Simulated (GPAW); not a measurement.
# A GW chain in GPAW: CaAlSiH (P3m1), part 2 of 2

Wanted: ground state, empty states, screening and self-energy for CaAlSiH (P3m1).

GPAW 26.7.0; LDA and many-body steps on it, plane waves. Known limits of the many-body steps: not at the basis limit; coarse k mesh.

So far. Step 3 (Bands along the symmetry lines): The gap is 0.263 eV, as in the run before at this level. Step 4 (Empty states on the mesh, 3×3×2 mesh, 245 bands): On this mesh the gap is 0.593 eV. The earlier step found 0.263 eV, so this mesh misses an edge.

## (5) Screening and self-energy, 3×3×2 mesh, 109 bands, screening to 78 eV

Now the one-shot GW correction: screening in the RPA, then the self-energy of the levels asked for.

This step: G0W0 on LDA, plane waves, PAW.

The input, run.py:

```python
import json
import numpy as np
from gpaw.mpi import world
from gpaw.response.g0w0 import G0W0

gw = G0W0('full.gpw',
    filename='gw',
    kpts=[0, 1, 2],
    bands=(7, 11),
    ecut=78,
    nbands=109,
    integrate_gamma='WS',
    ppa=True)
gw.calculate()
res = {mode: {k: v for k, v in r.items() if k != 'sigma_eskwn'}
       for mode, r in gw.all_results.items()}

if world.rank == 0:
    with open('result.json', 'w') as f:
        json.dump(res, f, default=lambda x: x.tolist())
```

Launch:

```
> mpirun -n 4 gpaw python run.py
```

Numbers of over 12 decimals in the logs are rounded to 6 here.

The log of the run:

```text
Using integrator: PointIntegrator
FrequencyGridDescriptor(from 0.000+0.000j to 0.000+27.211j eV, 2 points)
Nonperiodic BCs:  [False False False]
Using integrator: PointIntegrator
FrequencyGridDescriptor(from 0.000+0.000j to 0.000+27.211j eV, 2 points)
Nonperiodic BCs:  [False False False]
  ___  _ _ _
 |   || | | |
 | | || | | |
 |__ ||_____|
 |___|

BZ k-points: Symmetries present (total): 6

  [... matrices ...]
18 k-points: 3 x 3 x 2 Monkhorst-Pack grid + [0.000000,0.000000,1/4]
6 k-points in the irreducible part of the Brillouin zone
       k-points in crystal coordinates                weights
   0:     0.00000000    0.00000000    0.00000000          1/18
   1:     0.00000000    0.00000000    0.50000000          1/18
   2:     0.33333333    0.00000000    0.00000000          6/18
   3:     0.33333333    0.00000000    0.50000000          6/18
   4:     0.33333333    0.33333333    0.00000000          2/18
   5:     0.33333333    0.33333333    0.50000000          2/18

Distributing spins, k-points and bands (1 x 3 x 4) over 4 processes
Number of blocks: 1

Quasi particle states:
k-points (IBZ indices): [0, 1, 2]
Band range: (7, 11)
  [... matrices ...]
Computational parameters:
Plane wave cut-off: 78 eV
Number of bands: 109
Coulomb cutoff: None
Broadening: 0.1 eV

fxc modes: GW
Kernel: RPA
Using Godby-Needs plasmon-pole approximation:
  Fitting energy: i*E0, E0 = 1.000 Hartree
Summing all q:

Calculating screened Coulomb potential
No Coulomb truncation
FrequencyGridDescriptor(from 0.000+0.000j to 0.000+27.211j eV, 2 points)
Removing empty qpoint cache files...

Calculating chi0 body with:
    Ground state adapter containing:
    Number of spins: 1
    Number of kpoints: 18
    Number of irreducible kpoints: 6
    Number of completely occupied states: 9
    Number of partially occupied states: 9
    Occupied states memory: 2.1357421875 M / cpu

    Linear response parametrization:
    q_c: [0.0, 0.0, 0.0]
    Number of frequency points: 2
    Planewave cutoff: 78.0
    Number of bands: 109
    Number of planewaves: 109
    Broadening (eta): 1e-06
    comm.size: 4
    kncomm.size: 4
    blockcomm.size: 1

    Memory estimate of potentially large arrays:
        chi0_wGG: 0.362579 M / cpu
Integrating chi0 body.

Symmetries of q_c:
    Direct symmetries (Uq -> q): 6
    Indirect symmetries (TUq -> q): 6
In total 12 allowed symmetries.

  [... matrices ...]
6 groups of equivalent kpoints. 66.666667% reduction.

Integral kind: response function
Integrating chi0 head and wings.

Symmetries of q_c:
    Direct symmetries (Uq -> q): 6
    Indirect symmetries (TUq -> q): 6
In total 12 allowed symmetries.

  [... matrices ...]
6 groups of equivalent kpoints. 66.666667% reduction.

Integral kind: response function wings

Calculating chi0 body with:
    Ground state adapter containing:
    Number of spins: 1
    Number of kpoints: 18
    Number of irreducible kpoints: 6
    Number of completely occupied states: 9
    Number of partially occupied states: 9
    Occupied states memory: 2.1357421875 M / cpu

[... the further q-points ...]

Results:
f:      Occupation numbers
eps:     KS-eigenvalues [eV]
vxc:     KS vxc [eV]
exx:     Exact exchange [eV]
sigma:   Self-energies [eV]
dsigma:  Self-energy derivatives
Z:       Renormalization factors
qp:      QP-energies [eV]

k-point 0 (0): (0.000, 0.000, 0.000)                GW
band       f     eps     vxc     exx   sigma  dsigma       Z      qp
                                                                   GW
   7   1.000   4.304 -12.286 -13.532   1.093  -0.310   0.763   4.187
   8   1.000   4.304 -12.286 -13.532   1.093  -0.310   0.763   4.187
   9   0.000   6.671 -11.703  -6.899  -4.180  -0.295   0.772   7.153
  10   0.000   7.769 -11.337  -6.426  -4.293  -0.300   0.769   8.245

k-point 1 (1): (0.000, 0.000, 0.500)                GW
band       f     eps     vxc     exx   sigma  dsigma       Z      qp
                                                                   GW
   7   1.000   4.770 -12.549 -13.874   1.086  -0.309   0.764   4.588
   8   1.000   5.264 -11.646 -12.657   0.718  -0.299   0.770   5.038
   9   0.000   6.571 -12.278  -7.065  -4.159  -0.293   0.774   7.387
  10   0.000   6.571 -12.278  -7.065  -4.159  -0.293   0.774   7.387

k-point 2 (2): (0.333, 0.000, 0.000)                GW
band       f     eps     vxc     exx   sigma  dsigma       Z      qp
                                                                   GW
   7   1.000   3.534 -12.032 -13.872   1.508  -0.320   0.758   3.282
   8   1.000   3.955 -11.126 -12.137   0.875  -0.310   0.763   3.851
   9   0.000   5.856 -10.992  -6.589  -3.853  -0.288   0.777   6.283
  10   0.000   7.249 -11.548  -6.667  -4.207  -0.289   0.776   7.772
```

Elapsed: 18 s, on 4 MPI ranks of Arm Neoverse V1, shared host; peak memory 1.3 GiB; 70 s of CPU time.

Numbers from this step:

- G0W0 gap on the points computed: 1.245 eV
- least direct G0W0 gap on the computed points: 2.348 eV
- Z at the valence top: 0.7698
- Z at the conduction bottom: 0.7766
- starting gap on the mesh: 0.5925 eV
- k of the valence top: 0, 0, 0.5
- k of the conduction bottom: 0.3333, 0, 0

The gap on the mesh goes from 0.59 eV to 1.25 eV, a correction of +0.65 eV. The start differs from the 0.26 eV found before because the two sample other k points.

Limits: finite bands, cutoff and mesh; coarse k mesh. v1 is the top filled band, c1 the lowest empty one. The levels before and after the correction (eV, zero at the valence-band top of each column):

```csv
,conduction bottom,valence top
Kohn-Sham,0.59,0.00
G0W0,1.25,0.00
```

```csv
,level,energy (eV)
Kohn-Sham,(0 0 0.5) v2,-0.493
Kohn-Sham,(0 0 0.5) v1,0.000
Kohn-Sham,(0 0 0.5) c1-c2,1.307
Kohn-Sham,(0.333 0 0) v2,-1.729
Kohn-Sham,(0.333 0 0) v1,-1.308
Kohn-Sham,(0.333 0 0) c1,0.593
Kohn-Sham,(0.333 0 0) c2,1.986
G0W0,(0 0 0.5) v2,-0.451
G0W0,(0 0 0.5) v1,0.000
G0W0,(0 0 0.5) c1-c2,2.348
G0W0,(0.333 0 0) v2,-1.756
G0W0,(0.333 0 0) v1,-1.187
G0W0,(0.333 0 0) c1,1.245
G0W0,(0.333 0 0) c2,2.734
```

## (6) Where the time went

Times are wall times on 4 MPI ranks of Arm Neoverse V1, shared host, good to a factor of about two.

```csv
step,time,share,memory (GiB)
ground state,12 s,13 %,0.69
bands along the symmetry lines,21 s,24 %,0.79
empty states on the mesh,38 s,43 %,2.0
screening and self-energy,18 s,20 %,1.3
```

## (7) Outcome

```json
{
  "LDA gap": "0.26 eV, indirect",
  "G0W0 gap on the mesh": "1.25 eV",
  "G0W0 gap over the zone (rigid shift)": "0.92 eV",
  "GW settings": "3×3×2 mesh, 109 bands, screening to 78 eV, Godby-Needs plasmon pole",
  "known limits": "not at the basis limit; coarse k mesh"
}
```

What this shows: G0W0 moves the gap on the mesh from 0.59 eV to 1.25 eV (+0.65 eV), with Z of 0.77 and 0.78 at the edges. The mesh misses the band edges by 0.33 eV in all; a rigid shift gives 0.92 eV for the zone. Only 3 of the mesh's irreducible points were corrected, so a valley elsewhere could overtake. The dearest step here is «empty states on the mesh». Bands and cutoff are finite, so the gap is not at the basis limit. The miss can reach some tenths of an eV and take either sign; the mesh is an error of its own. These stock PAW sets were not made for GW. In the G0W0 run levels were corrected at 3 k points alone, so a gap called «on the mesh» is the least over those, and an edge elsewhere would be missed. A denser mesh or path gives a starting gap of 0.26 eV: the GW mesh misses a band edge, so its gaps are not the fundamental one. The 3×3×2 mesh is coarse for this cell, which bears on the long-range parts of exchange and screening.

[Paths, hosts, dates, memory and timing lines, banners, echoed tables and standing remarks are left out of the program output.]

[Logs are printed without paths, hosts, clocks, repeated set-up lines and the standing remarks that a program may print on its own settings, such as how far it seeks lower states.]

[Runs of the session that timed out or met a known fault of the program may be left out.]

[Hosts, paths, dates, database ids (printed as entryN), source tags and the programs' standing remarks are cut or masked in the printed files.]
